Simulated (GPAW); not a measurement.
# A GW chain in GPAW: ZnCu2SnS4 (I-4)

How does a plane-wave GW calculation on ZnCu2SnS4 (I-4) run from the first input to the gap?

Method: PBE and many-body steps on it, plane waves, in GPAW 26.7.0.

**What was measured.**

- Gap 1.5 eV: direct optical gap from Tauc plot; UV-Vis diffuse reflectance, Kubelka-Munk and Tauc analysis; film (“Impact of excess and disordered Sn sites on Cu2ZnSnS4 absorber material and device performance: A 119Sn Mossbauer Study”, 2018, arxiv:1808.01870).

Most raw output is cut from this account.

### 1. The structure

Symmetry: I-4, No. 82, tetragonal system. Conventional cell: a = 5.434 Å, b = 5.434 Å, c = 10.850 Å, α = 90.00°, β = 90.00°, γ = 90.00°. Zn has 4 S at 2.33 Å nearest. Nearest to Cu lie 4 S at 2.33 Å. Sn has 4 S at 2.41 Å nearest. S has 1 Zn at 2.33 Å and 2 Cu at 2.33 Å and 1 Sn at 2.41 Å nearest. Farther neighbours and most contacts between anions are not listed.

The cell and positions come from the Crystallography Open Database and are kept as given unless a step says otherwise.

### 2. Ground state

This step: GPAW 26.7.0; DFT, PBE, plane waves, PAW.

The ground-state density comes first.

File run.py:

```python
import json
import numpy as np
from gpaw.mpi import world
from ase import Atoms
from gpaw import GPAW, PW, FermiDirac

atoms = Atoms(['Zn', 'Cu', 'Cu', 'Sn', 'S', 'S', 'S', 'S'],
    cell=[[-2.7171000000, 2.7171000000, 5.4248000000],
      [2.7171000000, -2.7171000000, 5.4248000000],
      [2.7171000000, 2.7171000000, -5.4248000000]],
    scaled_positions=[[0.2500000000, 0.7500000000, 0.5000000000],
      [0.0000000000, 0.0000000000, 0.0000000000],
      [0.7500000000, 0.2500000000, 0.5000000000],
      [0.5000000000, 0.5000000000, 0.0000000000],
      [0.3716100000, 0.8844100000, 0.9996000000],
      [0.1155900000, 0.1151900000, 0.4872000000],
      [0.8848100000, 0.3720100000, 0.0004000000],
      [0.6279900000, 0.6283900000, 0.5128000000]],
    pbc=(True, True, True))
calc = GPAW(mode=PW(600),
    xc='PBE',
    kpts={'size': (6, 6, 6), 'gamma': True},
    occupations=FermiDirac(0.001),
    nbands=-10,
    convergence={'density': 1e-6, 'bands': -3},
    maxiter=100,
    txt='gs.txt')
atoms.calc = calc
res = {'energy': atoms.get_potential_energy()}
kpts = calc.get_ibz_k_points()
res['kpts'] = kpts
res['eigenvalues'] = [calc.get_eigenvalues(kpt=k) for k in range(len(kpts))]
res['n_electrons'] = calc.get_number_of_electrons()
calc.write('gs.gpw')

if world.rank == 0:
    with open('result.json', 'w') as f:
        json.dump(res, f, default=lambda x: x.tolist())
```

On the command line:

```sh
$ mpirun -n 8 gpaw python run.py
```

Elapsed: 1.8 min, on 8 MPI ranks of Arm Neoverse V1, shared host; peak memory 1.9 GiB; 14 min of CPU time.

This step gave:

```yaml
total_energy: -32.64 eV
gap: 0.2973 eV
k_of_the_valence_top: 0, 0, 0
k_of_the_conduction_bottom: 0, 0, 0
least_direct_gap: 0.2973 eV
```

The gap is direct, at Γ.

### 3. Bands along the symmetry lines

The cheap functional maps the bands first; the places of the edges decide which points the dearer methods must see.

File run.py:

```python
import json
import numpy as np
from gpaw.mpi import world
from gpaw import GPAW

path = [[0.000000, 0.000000, 0.000000],
    [0.000000, 0.000000, 0.062500],
    [0.000000, 0.000000, 0.125000],
    [0.000000, 0.000000, 0.187500],
    [0.000000, 0.000000, 0.250000],
    [0.000000, 0.000000, 0.312500],
    [0.000000, 0.000000, 0.375000],
    [0.000000, 0.000000, 0.437500],
    [0.000000, 0.000000, 0.500000],
    [0.031250, 0.031250, 0.468750],
    [0.062500, 0.062500, 0.437500],
    [0.093750, 0.093750, 0.406250],
    [0.125000, 0.125000, 0.375000],
    [0.156250, 0.156250, 0.343750],
    [0.187500, 0.187500, 0.312500],
    [0.218750, 0.218750, 0.281250],
    [0.250000, 0.250000, 0.250000],
    [0.218750, 0.281250, 0.218750],
    [0.187500, 0.312500, 0.187500],
    [0.156250, 0.343750, 0.156250],
    [0.125000, 0.375000, 0.125000],
    [0.093750, 0.406250, 0.093750],
    [0.062500, 0.437500, 0.062500],
    [0.031250, 0.468750, 0.031250],
    [0.000000, 0.500000, 0.000000],
    [0.000000, 0.437500, 0.000000],
    [0.000000, 0.375000, 0.000000],
    [0.000000, 0.312500, 0.000000],
    [0.000000, 0.250000, 0.000000],
    [0.000000, 0.187500, 0.000000],
    [0.000000, 0.125000, 0.000000],
    [0.000000, 0.062500, 0.000000],
    [0.000000, 0.000000, 0.000000],
    [0.062500, 0.062500, -0.062500],
    [0.125000, 0.125000, -0.125000],
    [0.187500, 0.187500, -0.187500],
    [0.250000, 0.250000, -0.250000],
    [0.312500, 0.312500, -0.312500],
    [0.375000, 0.375000, -0.375000],
    [0.437500, 0.437500, -0.437500],
    [0.500000, 0.500000, -0.500000],
    [0.476590, 0.523410, -0.476590],
    [0.453179, 0.546821, -0.453179],
    [0.429769, 0.570231, -0.429769],
    [0.406358, 0.593642, -0.406358],
    [0.382948, 0.617052, -0.382948],
    [0.359538, 0.640462, -0.359538],
    [0.336127, 0.663873, -0.336127],
    [0.312717, 0.687283, -0.312717],
    [-0.312717, 0.312717, 0.312717],
    [-0.273627, 0.273627, 0.273627],
    [-0.234538, 0.234538, 0.234538],
    [-0.195448, 0.195448, 0.195448],
    [-0.156358, 0.156358, 0.156358],
    [-0.117269, 0.117269, 0.117269],
    [-0.078179, 0.078179, 0.078179],
    [-0.039090, 0.039090, 0.039090],
    [0.000000, 0.000000, 0.000000],
    [0.000000, 0.000000, 0.500000],
    [-0.015679, 0.015679, 0.500000],
    [-0.031358, 0.031358, 0.500000],
    [-0.047038, 0.047038, 0.500000],
    [-0.062717, 0.062717, 0.500000],
    [-0.078396, 0.078396, 0.500000],
    [-0.094075, 0.094075, 0.500000],
    [-0.109754, 0.109754, 0.500000],
    [-0.125434, 0.125434, 0.500000],
    [0.500000, 0.500000, -0.125434],
    [0.500000, 0.500000, -0.172254],
    [0.500000, 0.500000, -0.219075],
    [0.500000, 0.500000, -0.265896],
    [0.500000, 0.500000, -0.312717],
    [0.500000, 0.500000, -0.359538],
    [0.500000, 0.500000, -0.406358],
    [0.500000, 0.500000, -0.453179],
    [0.500000, 0.500000, -0.500000]]
calc = GPAW('gs.gpw').fixed_density(kpts=path,
    symmetry='off',
    nbands=46,
    convergence={'bands': 42},
    txt='bands.txt')
res = {}
kpts = calc.get_ibz_k_points()
res['kpts'] = kpts
res['eigenvalues'] = [calc.get_eigenvalues(kpt=k) for k in range(len(kpts))]
res['n_electrons'] = calc.get_number_of_electrons()

if world.rank == 0:
    with open('result.json', 'w') as f:
        json.dump(res, f, default=lambda x: x.tolist())
```

On the command line:

```sh
$ mpirun -n 8 gpaw python run.py
```

It took 3.2 min on 8 MPI ranks; peak memory 2.8 GiB.

Numbers from this step:

- gap: 0.2973 eV
- k of the valence top: 0, 0, 0
- k of the conduction bottom: 0, 0, 0
- least direct gap: 0.2973 eV

The gap is 0.297 eV, as in the run before at this level.

Electronic bands along the path, in eV, zero at the top of the highest filled band:

```csv
point,band 33,band 34,band 35,band 36,band 37,band 38,band 39,band 40
Γ,-1.36,-0.08,-0.08,0.00,0.30,2.03,2.91,3.79
halfway,-1.16,-1.00,-0.53,-0.21,1.34,2.96,3.30,3.59
X,-0.76,-0.65,-0.47,-0.40,0.84,2.32,3.17,4.16
halfway,-0.75,-0.69,-0.50,-0.48,0.96,2.54,3.12,3.88
P,-0.74,-0.73,-0.56,-0.52,1.08,2.87,3.06,3.48
halfway,-0.98,-0.92,-0.66,-0.61,1.38,2.95,3.36,3.80
N,-1.10,-1.04,-0.98,-0.47,1.76,3.18,3.30,4.25
halfway,-1.25,-0.83,-0.50,-0.21,1.33,2.89,3.04,3.44
Γ,-1.36,-0.08,-0.08,0.00,0.30,2.03,2.91,3.79
halfway,-1.35,-0.67,-0.42,-0.42,1.27,2.22,2.82,2.82
M,-1.10,-1.01,-0.81,-0.81,1.51,2.07,2.07,2.46
halfway,-1.12,-0.95,-0.82,-0.70,1.58,2.18,2.48,2.97
S,-1.24,-1.03,-0.65,-0.52,1.69,2.50,3.15,3.90
jump to S0,-1.24,-1.03,-0.65,-0.52,1.69,2.50,3.15,3.90
halfway,-1.20,-0.85,-0.56,-0.37,1.53,3.19,3.26,3.44
Γ,-1.36,-0.08,-0.08,0.00,0.30,2.03,2.91,3.79
jump to X,-0.76,-0.65,-0.47,-0.40,0.84,2.32,3.17,4.16
halfway,-0.77,-0.66,-0.52,-0.46,0.90,2.38,3.30,4.13
R,-0.79,-0.70,-0.63,-0.57,1.06,2.53,3.58,3.91
jump to G,-0.79,-0.70,-0.63,-0.57,1.06,2.53,3.58,3.91
halfway,-0.90,-0.88,-0.81,-0.78,1.53,2.52,2.66,3.24
M,-1.10,-1.01,-0.81,-0.81,1.51,2.07,2.07,2.46
```

### 4. Empty states on the mesh, 4×4×4 mesh, 270 bands

The sums over transitions need many empty states on a uniform mesh; this step solves for them.

File run.py:

```python
import json
import numpy as np
from gpaw.mpi import world
from gpaw import GPAW

calc = GPAW('gs.gpw').fixed_density(kpts={'size': (4, 4, 4), 'gamma': True},
    nbands=315,
    convergence={'bands': 270},
    update_fermi_level=True,
    txt='nscf.txt')
calc.write('full.gpw', mode='all')
res = {}
kpts = calc.get_ibz_k_points()
res['kpts'] = kpts
res['eigenvalues'] = [calc.get_eigenvalues(kpt=k) for k in range(len(kpts))]
res['n_electrons'] = calc.get_number_of_electrons()

if world.rank == 0:
    with open('result.json', 'w') as f:
        json.dump(res, f, default=lambda x: x.tolist())
```

On the command line:

```sh
$ mpirun -n 8 gpaw python run.py
```

Run time: 4.6 min. Hardware: 8 MPI ranks; peak memory 3.3 GiB.

This step gave:

| Quantity | Value |
| --- | --- |
| gap | 0.2973 eV |
| k of the valence top | 0, 0, 0 |
| k of the conduction bottom | 0, 0, 0 |
| least direct gap | 0.2973 eV |
| k points computed | 14 |
| lowest point of the top converged band, above the valence top | 65.9204 eV |

On this mesh the gap is 0.297 eV.

### 5. Screening and self-energy, 4×4×4 mesh, 260 bands, screening to 80 eV

Now the one-shot GW correction: screening in the RPA, then the self-energy of the levels asked for.

This step: G0W0 on PBE, plane waves, PAW.

File run.py:

```python
import json
import numpy as np
from gpaw.mpi import world
from gpaw.response.g0w0 import G0W0

gw = G0W0('full.gpw',
    filename='gw',
    kpts=[0],
    bands=(34, 38),
    ecut=80,
    nbands=260,
    integrate_gamma='WS',
    ppa=True)
gw.calculate()
res = {mode: {k: v for k, v in r.items() if k != 'sigma_eskwn'}
       for mode, r in gw.all_results.items()}

if world.rank == 0:
    with open('result.json', 'w') as f:
        json.dump(res, f, default=lambda x: x.tolist())
```

On the command line:

```sh
$ mpirun -n 8 gpaw python run.py
```

It took 17 min on 8 MPI ranks; peak memory 6.6 GiB.

This step gave:

| Property | Result |
| --- | --- |
| G0W0 gap on the points computed | 1.053 eV |
| least direct G0W0 gap on the computed points | 1.053 eV |
| Z at the valence top | 0.7334 |
| Z at the conduction bottom | 0.7904 |
| starting gap on the mesh | 0.2973 eV |
| k of the valence top | 0, 0, 0 |
| k of the conduction bottom | 0, 0, 0 |

The gap on the mesh goes from 0.30 eV to 1.05 eV, a correction of +0.76 eV.

Limits: finite bands, cutoff and mesh; d shell near the gap, gap tends to lie low; no spin-orbit coupling. v1 is the top filled band, c1 the lowest empty one. Levels before and after the correction, in eV, zero at the valence-band top of each column:

```csv
,conduction bottom,valence top
Kohn-Sham,0.30,0.00
G0W0,1.05,0.00
```

```csv
,level,energy (eV)
Kohn-Sham,Γ v2,-0.081
Kohn-Sham,Γ v1,0.000
Kohn-Sham,Γ c1,0.297
Kohn-Sham,Γ c2,2.032
G0W0,Γ v2,-0.077
G0W0,Γ v1,0.000
G0W0,Γ c1,1.054
G0W0,Γ c2,2.488
```

### 6. Where the time went

Times are wall times on 8 MPI ranks of Arm Neoverse V1, shared host, good to a factor of about two.

```csv
step,time,share,memory (GiB)
ground state,1.8 min,7 %,1.9
bands along the symmetry lines,3.2 min,12 %,2.8
empty states on the mesh,4.6 min,17 %,3.3
screening and self-energy,17 min,64 %,6.6
```

### 7. Outcome

| Property | Result |
| --- | --- |
| PBE gap | 0.30 eV, direct |
| G0W0 gap on the mesh | 1.05 eV |
| GW settings | 4×4×4 mesh, 260 bands, screening to 80 eV, Godby-Needs plasmon pole |
| known limits | not at the basis limit; d shell near the gap, gap tends to lie low; no spin-orbit coupling |

In words: G0W0 moves the gap on the mesh from 0.30 eV to 1.05 eV (+0.76 eV), with Z of 0.73 and 0.79 at the edges. Only 1 of the mesh's irreducible points was corrected, so a valley elsewhere could overtake. The dearest step here is «screening and self-energy». Against experiment, by G0W0@PBE: the direct gap of 1.05 eV lies −0.45 eV from the measured 1.5 eV (direct, 2018). An exciton line or allowed optical edge lies below the quasiparticle gap by the binding energy; a forbidden edge can push the onset above it. The calculation has static nuclei and no excitons; a measured gap holds zero-point and thermal motion, which mostly lowers it. Bands and cutoff are finite, so the gap is not at the basis limit. The miss can reach some tenths of an eV and take either sign; the mesh is an error of its own. These stock PAW sets were not made for GW. In the G0W0 run levels were corrected at 1 k point alone, so a gap called «on the mesh» is the least over those, and an edge elsewhere would be missed. A d shell, filled or nearly so, lies near the gap. One-shot GW converges very slowly in bands there, not always from below, and on a semilocal start the gap tends to come out low; starts rich in exact exchange can overshoot instead. The many-body steps are scalar-relativistic: spin-orbit coupling is not in them.

[Paths, hosts, dates, memory and timing lines, banners, echoed tables and standing remarks are left out of the program output.]

[Logs are printed without paths, hosts, clocks, repeated set-up lines and the standing remarks that a program may print on its own settings, such as how far it seeks lower states.]

[Runs of the session that timed out or met a known fault of the program may be left out.]

[Hosts, paths, dates, database ids (printed as entryN), source tags and the programs' standing remarks are cut or masked in the printed files.]
